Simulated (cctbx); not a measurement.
**What is wrong with this refinement?**

Cell a = 6.0320 Å, b = 6.0320 Å, c = 6.4680 Å, α = 90.00°, β = 90.00°, γ = 120.00°; space group P6_3cm (no. 185).

Simulated single-crystal data (cctbx): Cu Kα, λ = 1.54184 Å, to d = 0.83 Å, 50 % of the full sphere, strongest reflection 5000 counts, noise from counting, a 2 % proportional error and a noise floor of 4 counts (s.d.); no absorption.

An isotropic refinement with weights 1/σ² prints:

```text
Rint 0.026, 145 unique reflections to 0.83 A
cycle     R1     wR2    GooF  max shift (A)
   1  0.0137  0.0368   1.313   0.00529
  12  0.0131  0.0345   1.229   0.00187
final R1 0.0130 wR2 0.0344 GooF 1.224  parameters 16  data/parameter 9.1
atom        x        y        z      Ueq    occ   su(xyz)  su(Uiso or U11)
Os1    0.33191  0.00000  0.75504   0.0074  1.000  0.00031  0.0002
Be1    0.33333  0.66667  0.69955   0.0165  1.000  0.01038  0.0135
Be2    0.63042  0.00000  0.91741   0.0202  1.000  0.00930  0.0117
Be3    0.28451  0.00000  0.07508   0.0322  1.000  0.01101  0.0182
Be4    0.00000  0.00000  0.81116   0.0197  1.000  0.02091  0.0264
Be5    0.00000  0.78002  0.69629   0.0471  1.000  0.00971  0.0149
difference map: max 2.38 min -2.04 rms 0.49
Q1    0.0000  0.0000  0.4618    2    2.41  0.97 A from Be4
Q2    0.0000  0.1995  0.9594    6    1.92  0.91 A from Be3
Q3    0.0000  0.4187  0.8949    6    1.72  1.05 A from Os1
Q4    0.0000  0.2171  0.5486    6    1.56  1.25 A from Be2
Q5    0.0000  0.4110  0.5258    6    1.45  0.74 A from Be2
Q6    0.0740  0.4707  0.7384   12    1.22  0.73 A from Os1
```

Q: Accept it or mend it, and why?

Mend it. The fault: spurious atom: Be5. Against the right model at the same level, R1 goes from 0.0104 to 0.0130 and GooF from 1.01 to 1.22. A site with no density behind it hides by a very large U or drifts.

The compound is Be3Os. The right model at the same level gives:

```text
Rint 0.026, 145 unique reflections to 0.83 A
cycle     R1     wR2    GooF  max shift (A)
   1  0.0869  0.1948   6.861   0.01548
   8  0.0106  0.0287   1.013   0.00538
final R1 0.0104 wR2 0.0286 GooF 1.007  parameters 13  data/parameter 11.2
atom        x        y        z      Ueq    occ   su(xyz)  su(Uiso or U11)
Os1    0.33174  0.00000  0.75501   0.0074  1.000  0.00025  0.0002
Be1    0.33333  0.66667  0.70062   0.0180  1.000  0.00883  0.0108
Be2    0.62620  0.00000  0.92146   0.0214  1.000  0.00806  0.0091
Be3    0.28327  0.00000  0.07575   0.0273  1.000  0.00863  0.0125
Be4    0.00000  0.00000  0.81238   0.0197  1.000  0.01751  0.0205
difference map: max 1.21 min -2.07 rms 0.43
Q1    0.2564  0.5234  0.3515   12    1.26  1.23 A from Be1
Q2    0.1268  0.3129  0.4311   12    1.25  1.00 A from Be2
Q3    0.0000  0.2003  0.9193    6    1.18  1.13 A from Be3
Q4    0.0000  0.0000  0.4620    2    1.16  0.97 A from Be4
Q5    0.2710  0.5075  0.9909   12    1.09  1.32 A from Be2
Q6    0.0000  0.1129  0.1192    6    1.02  1.07 A from Be3
```

Isotropic U is held between 0.0001 and 1 Å² by the program, and listed peak heights are interpolated, so they can pass the grid's maximum.

This is a model crystal, built by substitution and not relaxed, with assumed displacement parameters.

[Middle refinement cycles are left out of these outputs.]

[Logs are printed without paths, hosts, clocks, repeated set-up lines and the standing remarks that a program may print on its own settings, such as how far it seeks lower states.]
